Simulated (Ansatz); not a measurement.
# The perfect GaAs wire along [110], 6 atoms a period, H-terminated

Aim: is the GaAs wire along [110], 6 atoms a period, H-terminated a metal or a semiconductor?

Method: DFT PBE, plane waves, PAW; relaxation of a wire's period; PAW set soft_1, in the first sound run; inputs show where later runs differ, in Ansatz 0.2.0.

This is a report of a sequence of runs, with most program output left out.

## (1) Starting point

The cell holds 14 atoms: 8 H, 3 Ga and 3 As. Its edges and angles: a = 12.920 Å, b = 13.446 Å, c = 4.066 Å, α = 90.0°, β = 90.0°, γ = 90.0°. Vacuum lies along a and b. The structure's axis is c.

## (2) Relaxation of atoms and period

Band widths follow the bond lengths, so the wire is relaxed first. The atoms and the third cell vector are free; the box across stays fixed as vacuum. A Fermi-Dirac smearing is set since the result may be a metal. The pressure printed is a third of the stress's trace over the whole box, vacuum included; only the stress along the axis is relaxed.

Contents of input.yaml:

```yaml
crystal:
  lattice:
    - [12.92, 0.0, 0.0]
    - [0.0, 13.446, 0.0]
    - [0.0, 0.0, 4.0658639918]
  atoms:
    - { symbol: H, position: [0.373078908, 0.252863305, 0.0] }
    - { symbol: Ga, position: [0.443683662, 0.348807422, 0.0] }
    - { symbol: H, position: [0.736811636, 0.499999747, 0.182708374] }
    - { symbol: H, position: [0.263157895, 0.499999747, 0.311267102] }
    - { symbol: As, position: [0.554945272, 0.651192071, 0.5] }
    - { symbol: As, position: [0.554945272, 0.348807422, 0.5] }
    - { symbol: H, position: [0.62420943, 0.745314465, 0.5] }
    - { symbol: H, position: [0.62420943, 0.254685029, 0.5] }
    - { symbol: Ga, position: [0.666206882, 0.499999747, 0.5] }
    - { symbol: H, position: [0.263157895, 0.499999747, 0.688732898] }
    - { symbol: H, position: [0.736811636, 0.499999747, 0.817291626] }
    - { symbol: As, position: [0.332422052, 0.499999747, 0.0] }
    - { symbol: H, position: [0.373078908, 0.747136188, 0.0] }
    - { symbol: Ga, position: [0.443683662, 0.651192071, 0.0] }
kpoints:
  mp_grid: { grid: [1, 1, 20] }
scf:
  occupations: { method: fermi_dirac, width: 0.05 }
hamiltonian:
  xc: pbe
  pseudopotentials: { kind: paw, azcp: { folder: soft_1 } }
relax:
  cell: { fix: [a, b, alpha, beta, gamma] }
  max_steps: 45
  f_tol: 0.03
```

The run is started by

```bash
$ ansatz run input.yaml --threads 4 --pin off --max-ram 16384MiB --backend cpu --events-out ev --progress --plain --runs-dir out
```

It took 72 s on 4 threads of Arm Neoverse V1, shared host; peak memory 1.4 GiB.

Step by step:

| step | energy less that of the first step (eV) | largest force component (eV/Å) | pressure (GPa) | volume (Å³) |
| --- | --- | --- | --- | --- |
| 1 | 0.0000 | 1.2979 | 0.08 | 706.33 |
| 2 | -0.8051 | 0.5491 | -0.03 | 720.80 |
| 3 | -0.8719 | 0.1922 | 0.04 | 739.65 |
| 4 | -0.8788 | 0.0869 | -0.07 | 741.63 |
| 5 | -0.8813 | 0.0123 | -0.01 | 740.44 |
| 6* | -0.8874 | 0.0109 | 0.00 | 740.44 |

Relaxation steps marked * repeat the geometry before them on a plane-wave basis chosen anew for their cell, so energy and pressure can jump there.

The run keeps the 4 symmetry operations that it works with, so distortions that break them were not tested.

| cell as run | before | after | change |
| --- | --- | --- | --- |
| c (Å) | 4.066 | 4.262 | +4.8 % |

The atoms that moved most (Å, along periodic axes as changes of fractional coordinates times the final cell, across vacuum about the mean position):

| atom | dx | dy | dz | length |
| --- | --- | --- | --- | --- |
| As12 | 0.230 | 0.000 | 0.000 | 0.230 |
| H10 | 0.103 | 0.000 | 0.201 | 0.226 |
| H4 | 0.103 | 0.000 | -0.201 | 0.226 |
| H7 | -0.154 | -0.132 | 0.000 | 0.203 |
| H8 | -0.154 | 0.132 | 0.000 | 0.203 |
| Ga14 | 0.020 | 0.183 | 0.000 | 0.184 |
| Ga2 | 0.020 | -0.183 | 0.000 | 0.184 |
| As6 | -0.092 | 0.144 | 0.000 | 0.171 |

Numbers from this step:

```yaml
cell_length_along_the_wire: 4.262 Å
```

The cell's length comes to 4.262 Å with spin left out.

## (3) The wire at its relaxed period

This step: DFT PBE, plane waves, PAW; bands of a perfect wire; PAW set soft_1 (Ansatz 0.2.0).

At the relaxed period the bands are computed along the axis; those that cross an energy going forward count the channels that a perfect wire would open there.

Contents of input.yaml:

```yaml
crystal:
  lattice:
    - [12.92, 0.0, 0.0]
    - [0.0, 13.446, 0.0]
    - [0.0, 0.0, 4.262189217]
  atoms:
    - { symbol: H, position: [0.368564898, 0.245178057, 0.0] }
    - { symbol: Ga, position: [0.445250391, 0.33520534, 0.0] }
    - { symbol: H, position: [0.735522981, 0.5, 0.180685077] }
    - { symbol: H, position: [0.271159391, 0.5, 0.264076694] }
    - { symbol: As, position: [0.547841116, 0.640488937, 0.5] }
    - { symbol: As, position: [0.547841116, 0.359511063, 0.5] }
    - { symbol: H, position: [0.612297482, 0.735493611, 0.5] }
    - { symbol: H, position: [0.612297482, 0.264506389, 0.5] }
    - { symbol: Ga, position: [0.678938918, 0.5, 0.5] }
    - { symbol: H, position: [0.271159391, 0.5, 0.735923306] }
    - { symbol: H, position: [0.735522981, 0.5, 0.819314923] }
    - { symbol: As, position: [0.350191104, 0.5, 0.0] }
    - { symbol: H, position: [0.368564898, 0.754821943, 0.0] }
    - { symbol: Ga, position: [0.445250391, 0.66479466, 0.0] }
kpoints:
  mp_grid: { grid: [1, 1, 19] }
  band_path: { path: ["Γ", Z], npoints: 90 }
scf:
  occupations: { method: fermi_dirac, width: 0.05 }
hamiltonian:
  xc: pbe
  pseudopotentials: { kind: paw, azcp: { folder: soft_1 } }
output:
  dos: { e_range: [-5, 4] }
  write_potential: true
  write_density: true
  volumetric_format: npy
```

Elapsed: 82 s, on 4 threads; peak memory 2.5 GiB; 5.4 min of CPU time.

This step gave:

```
band gap : 1.575 eV
```

Electronic bands along the path, in eV, zero at the Fermi level:

| point | band 43 | band 44 | band 45 | band 46 | band 47 | band 48 | band 49 | band 50 |
| --- | --- | --- | --- | --- | --- | --- | --- | --- |
| Γ | -2.36 | -2.13 | -2.04 | -0.78 | 0.80 | 0.81 | 1.74 | 2.38 |
| halfway | -3.04 | -2.69 | -2.27 | -1.68 | 2.07 | 2.49 | 2.75 | 2.83 |
| Z | -3.06 | -2.74 | -2.57 | -2.18 | 1.58 | 2.45 | 2.77 | 2.91 |

The gap is 1.57 eV, with spin left out.

The path shows a direct gap of 1.57 eV (valence top at Γ, conduction bottom at Γ).

## (4) Levels at the same atoms, cutoff 500 eV, k-mesh 1×1×15

This step: DFT r2SCAN, plane waves, PAW; bands of a perfect wire at the PBE geometry; PAW set soft_1 (Ansatz 0.2.0).

The atoms stay at the PBE geometry and the functional changes. r2SCAN also reads the kinetic-energy density; it often gives larger moments and wider gaps than PBE, at a higher cost. Against the first PBE run of this kind, the cutoff is 500 eV against 420 and the mesh along the wire has 15 points against 19.

Edit input.yaml of step 3 so:

```diff
@@ -21,3 +21,3 @@
 kpoints:
-  mp_grid: { grid: [1, 1, 19] }
+  mp_grid: { grid: [1, 1, 15] }
   band_path: { path: ["Γ", Z], npoints: 90 }
@@ -26,8 +26,3 @@
 hamiltonian:
-  xc: pbe
+  xc: r2scan
   pseudopotentials: { kind: paw, azcp: { folder: soft_1 } }
-output:
-  dos: { e_range: [-5, 4] }
-  write_potential: true
-  write_density: true
-  volumetric_format: npy
```

The job ended after 2.1 min (4 threads; peak memory 4 GiB; 8.2 min of CPU time).

Numbers from this step:

* band gap: 1.872 eV

The electronic bands at the labelled points (eV, zero at the Fermi level):

| point | band 43 | band 44 | band 45 | band 46 | band 47 | band 48 | band 49 | band 50 |
| --- | --- | --- | --- | --- | --- | --- | --- | --- |
| Γ | -2.57 | -2.33 | -2.24 | -0.93 | 0.94 | 0.97 | 2.03 | 2.69 |
| halfway | -3.27 | -2.93 | -2.48 | -1.86 | 2.30 | 2.78 | 3.04 | 3.09 |
| Z | -3.32 | -2.98 | -2.78 | -2.37 | 1.73 | 2.71 | 3.04 | 3.12 |

The gap is 1.87 eV, against 1.57 eV under PBE at the relaxed period.

## (5) Levels at the same atoms, level HSE06, cutoff 420 eV

This step: DFT HSE06, plane waves, PAW; levels of a perfect wire at the PBE geometry; PAW set soft_1 (Ansatz 0.2.0).

The atoms stay at the PBE geometry and the functional changes. HSE06 mixes in a quarter of short-range exact exchange, which removes part of the self-interaction that closes gaps; it is dear, so the mesh is thinner and no path is run. Against the first PBE run of this kind, the mesh along the wire has 8 points against 19.

Edit input.yaml of step 4 so:

```diff
@@ -21,4 +21,3 @@
 kpoints:
-  mp_grid: { grid: [1, 1, 15] }
-  band_path: { path: ["Γ", Z], npoints: 90 }
+  mp_grid: { grid: [1, 1, 8] }
 scf:
@@ -26,3 +25,3 @@
 hamiltonian:
-  xc: r2scan
+  xc: hse06
   pseudopotentials: { kind: paw, azcp: { folder: soft_1 } }
```

It took 2.1 min on 4 threads; peak memory 9.9 GiB; 7.9 min of CPU time.

This step gave:

| Quantity | Value |
| --- | --- |
| band gap | 2.482 eV |

The gap is 2.48 eV, against 1.57 eV under PBE at the relaxed period.

## (6) With spin-orbit coupling, k-mesh 1×1×12

This step: DFT PBE, plane waves, fully relativistic PAW; bands of a perfect wire with spin-orbit coupling; PAW set soft_1 (Ansatz 0.2.0).

Spin-orbit coupling mixes the spins and splits bands that cross or touch without it, so it can open or close channels. Fully relativistic datasets take the place of the scalar ones. Against the first PBE run of this kind, the mesh along the wire has 12 points against 19.

Edit input.yaml of step 5 so:

```diff
@@ -21,3 +21,4 @@
 kpoints:
-  mp_grid: { grid: [1, 1, 8] }
+  mp_grid: { grid: [1, 1, 12] }
+  band_path: { path: ["Γ", Z], npoints: 90 }
 scf:
@@ -25,3 +26,6 @@
 hamiltonian:
-  xc: hse06
-  pseudopotentials: { kind: paw, azcp: { folder: soft_1 } }
+  xc: pbe
+  pseudopotentials: { kind: paw_fr, azcp: { folder: soft_1 } }
+magnetization:
+  noncollinear: true
+  spin_orbit: true
```

It took 11 min on 4 threads; peak memory 8.9 GiB; 44 min of CPU time.

This step gave:

```yaml
band_gap: 1.574 eV
```

Electronic bands along the path, in eV, zero at the Fermi level; v1 is the highest filled band, c1 the lowest empty one:

| point | v4 | v3 | v2 | v1 | c1 | c2 | c3 | c4 |
| --- | --- | --- | --- | --- | --- | --- | --- | --- |
| Γ | -2.00 | -2.00 | -0.77 | -0.77 | 0.80 | 0.80 | 0.81 | 0.81 |
| halfway | -2.27 | -2.26 | -1.70 | -1.65 | 2.06 | 2.08 | 2.50 | 2.50 |
| Z | -2.56 | -2.56 | -2.17 | -2.17 | 1.58 | 1.58 | 2.45 | 2.45 |

The gap is 1.57 eV, against 1.57 eV under PBE at the relaxed period, with no moment.

## (7) Cost and result by level

Times are for 4 threads of Arm Neoverse V1, shared host. Results by setting:

| no. | run | band gap (eV) | time | memory (GiB) |
| --- | --- | --- | --- | --- |
| 1 | lead | 1.575 | 82 s | 2.5 |
| 2 | levels | 1.872 | 2.1 min | 4.0 |
| 3 | levels | 2.482 | 2.1 min | 9.9 |
| 4 | SOC | 1.574 | 11 min | 8.9 |

## (8) Strain along the wire, period over the relaxed period 0.94

This step: DFT PBE, plane waves, PAW; relaxation at a fixed period; PAW set soft_1 (Ansatz 0.2.0).

The period is set to 0.94 times the relaxed one and the atoms relax within it: strain changes bond lengths and angles, which shifts the bands against each other. Against the first PBE run of this kind, the mesh along the wire has 15 points against 19.

The cell differs from the one that the last finished run ended in (c 4.262 → 4.006 Å).

Edit input.yaml of step 6 so:

```diff
@@ -4,3 +4,3 @@
     - [0.0, 13.446, 0.0]
-    - [0.0, 0.0, 4.262189217]
+    - [0.0, 0.0, 4.006457864]
   atoms:
@@ -21,3 +21,3 @@
 kpoints:
-  mp_grid: { grid: [1, 1, 12] }
+  mp_grid: { grid: [1, 1, 15] }
   band_path: { path: ["Γ", Z], npoints: 90 }
@@ -27,5 +27,7 @@
   xc: pbe
-  pseudopotentials: { kind: paw_fr, azcp: { folder: soft_1 } }
-magnetization:
-  noncollinear: true
-  spin_orbit: true
+  pseudopotentials: { kind: paw, azcp: { folder: soft_1 } }
+relax:
+  max_steps: 40
+  f_tol: 0.02
+output:
+  stress: true
```

Elapsed: 88 s, on 4 threads; peak memory 2.4 GiB.

The steps of the relaxation:

| step | energy less that of the first step (eV) | largest force component (eV/Å) |
| --- | --- | --- |
| 1 | 0.0000 | 0.9736 |
| 2 | -0.1266 | 0.4548 |
| 3 | -0.1398 | 0.0530 |
| 4 | -0.1415 | 0.0150 |

The run keeps the 4 symmetry operations that it works with, so distortions that break them were not tested.

The atoms that moved most (Å):

| atom | dx | dy | dz | length |
| --- | --- | --- | --- | --- |
| H11 | 0.079 | 0.000 | 0.041 | 0.089 |
| H3 | 0.079 | 0.000 | -0.041 | 0.089 |
| H4 | -0.041 | 0.000 | 0.052 | 0.066 |
| H10 | -0.041 | 0.000 | -0.052 | 0.066 |
| H1 | -0.062 | 0.013 | 0.000 | 0.064 |
| H13 | -0.062 | -0.013 | 0.000 | 0.064 |
| As6 | 0.042 | 0.000 | 0.000 | 0.042 |
| As5 | 0.042 | 0.000 | 0.000 | 0.042 |

Final coordinates:

```xyz
14
Lattice="12.9200 0.0000 0.0000 0.0000 13.4460 0.0000 0.0000 0.0000 4.0065" Properties=species:S:1:pos:R:3
H     4.6994    3.3099    0.0000
Ga    5.7121    4.4986    0.0000
H     9.5817    6.7230    0.6826
H     3.4626    6.7230    1.1097
As    7.1199    8.6119    2.0032
As    7.1199    4.8341    2.0032
H     7.9314    9.9019    2.0032
H     7.9314    3.5441    2.0032
Ga    8.8047    6.7230    2.0032
H     3.4626    6.7230    2.8968
H     9.5817    6.7230    3.3238
As    4.4971    6.7230    0.0000
H     4.6994   10.1361    0.0000
Ga    5.7121    8.9474    0.0000
```

Numbers from this step:

- band gap: 1.431 eV

The electronic bands at the labelled points (eV, zero at the Fermi level):

| point | band 43 | band 44 | band 45 | band 46 | band 47 | band 48 | band 49 | band 50 |
| --- | --- | --- | --- | --- | --- | --- | --- | --- |
| Γ | -2.94 | -2.53 | -2.24 | -0.69 | 0.78 | 0.79 | 1.10 | 1.67 |
| halfway | -3.78 | -3.31 | -3.02 | -2.18 | 1.41 | 1.89 | 2.10 | 2.28 |
| Z | -3.86 | -3.30 | -3.29 | -2.83 | 0.74 | 1.80 | 2.06 | 2.21 |

The gap is 1.43 eV, against 1.57 eV under PBE at the relaxed period.

## (9) At a strained period, period over the relaxed period 0.97

The period is set to 0.97 times the relaxed one and the atoms relax within it: strain changes bond lengths and angles, which shifts the bands against each other. Against the first PBE run of this kind, the mesh along the wire has 15 points against 19.

The cell differs from the one that the last finished run ended in (c 4.006 → 4.134 Å).

Edit input.yaml of step 8 so:

```diff
@@ -4,3 +4,3 @@
     - [0.0, 13.446, 0.0]
-    - [0.0, 0.0, 4.006457864]
+    - [0.0, 0.0, 4.1343235405]
   atoms:
```

Run time: 89 s. Hardware: 4 threads; peak memory 2.5 GiB; 5.8 min of CPU time.

The steps of the relaxation:

| step | energy less that of the first step (eV) | largest force component (eV/Å) |
| --- | --- | --- |
| 1 | 0.0000 | 0.4501 |
| 2 | -0.0288 | 0.2283 |
| 3 | -0.0325 | 0.0283 |
| 4 | -0.0328 | 0.0054 |

Forces are held to the 4 operations that the run works with; a distortion that breaks them can't arise in this run.

The atoms that moved most (Å):

| atom | dx | dy | dz | length |
| --- | --- | --- | --- | --- |
| H3 | 0.034 | 0.000 | -0.024 | 0.042 |
| H11 | 0.034 | 0.000 | 0.024 | 0.042 |
| H1 | -0.032 | 0.008 | 0.000 | 0.033 |
| H13 | -0.032 | -0.008 | 0.000 | 0.033 |
| H10 | -0.018 | 0.000 | -0.027 | 0.032 |
| H4 | -0.018 | 0.000 | 0.027 | 0.032 |
| As6 | 0.021 | -0.001 | 0.000 | 0.021 |
| As5 | 0.021 | 0.001 | 0.000 | 0.021 |

Final coordinates:

```cif
data_structure
_symmetry_space_group_name_H-M 'P 1'
_symmetry_Int_Tables_number 1
_cell_length_a 12.9200
_cell_length_b 13.4460
_cell_length_c 4.1343
_cell_angle_alpha 90.000
_cell_angle_beta 90.000
_cell_angle_gamma 90.000
_cell_volume 718.22
loop_
_atom_site_label
_atom_site_type_symbol
_atom_site_fract_x
_atom_site_fract_y
_atom_site_fract_z
_atom_site_occupancy
H1 H 0.36611 0.24577 0.00000 1
Ga2 Ga 0.44379 0.33489 0.00000 1
H3 H 0.73819 0.50000 0.17494 1
H4 H 0.26973 0.50000 0.27050 1
As5 As 0.54948 0.64054 0.50000 1
As6 As 0.54948 0.35946 0.50000 1
H7 H 0.61317 0.73598 0.50000 1
H8 H 0.61317 0.26402 0.50000 1
Ga9 Ga 0.68023 0.50000 0.50000 1
H10 H 0.26973 0.50000 0.72950 1
H11 H 0.73819 0.50000 0.82506 1
As12 As 0.34923 0.50000 0.00000 1
H13 H 0.36611 0.75423 0.00000 1
Ga14 Ga 0.44379 0.66511 0.00000 1
```

This step gave:

```yaml
band_gap: 1.546 eV
```

The gap is 1.55 eV, against 1.57 eV under PBE at the relaxed period.

## (10) Results

| Quantity | Value |
| --- | --- |
| cell length, PBE | 4.262 Å |
| gap, PBE | 1.57 eV |
| gap, r2SCAN | 1.87 eV |
| gap, HSE06 | 2.48 eV |
| gap, with spin-orbit coupling | 1.57 eV |
| gap, period scaled by 0.94 | 1.43 eV |
| gap, period scaled by 0.97 | 1.55 eV |

Under PBE the cell's length is 4.26 Å, and a gap of 1.57 eV makes it a semiconductor. At the relaxed period the wire is gapped under every functional, from 1.57 eV (PBE) to 2.48 eV (HSE06). Weak screening in one dimension makes quasiparticle gaps larger than the semilocal gaps, as a rule. Strain matters: under PBE the gap goes from 1.57 eV to 1.43 eV at 0.94 times the period and 1.55 eV at 0.97 times the period. Plain hydrogen on a compound's surface is a simple closure: it may leave surface states, and facets that end in unlike atoms put a field across the wire, both of which shrink the gap. A hybrid's gap is read on a coarse mesh, without a band path.

[Logs are printed without paths, hosts, clocks, repeated set-up lines and the standing remarks that a program may print on its own settings, such as how far it seeks lower states.]

[Hosts, paths, dates, database ids (printed as entryN), source tags and the programs' standing remarks are cut or masked in the printed files.]
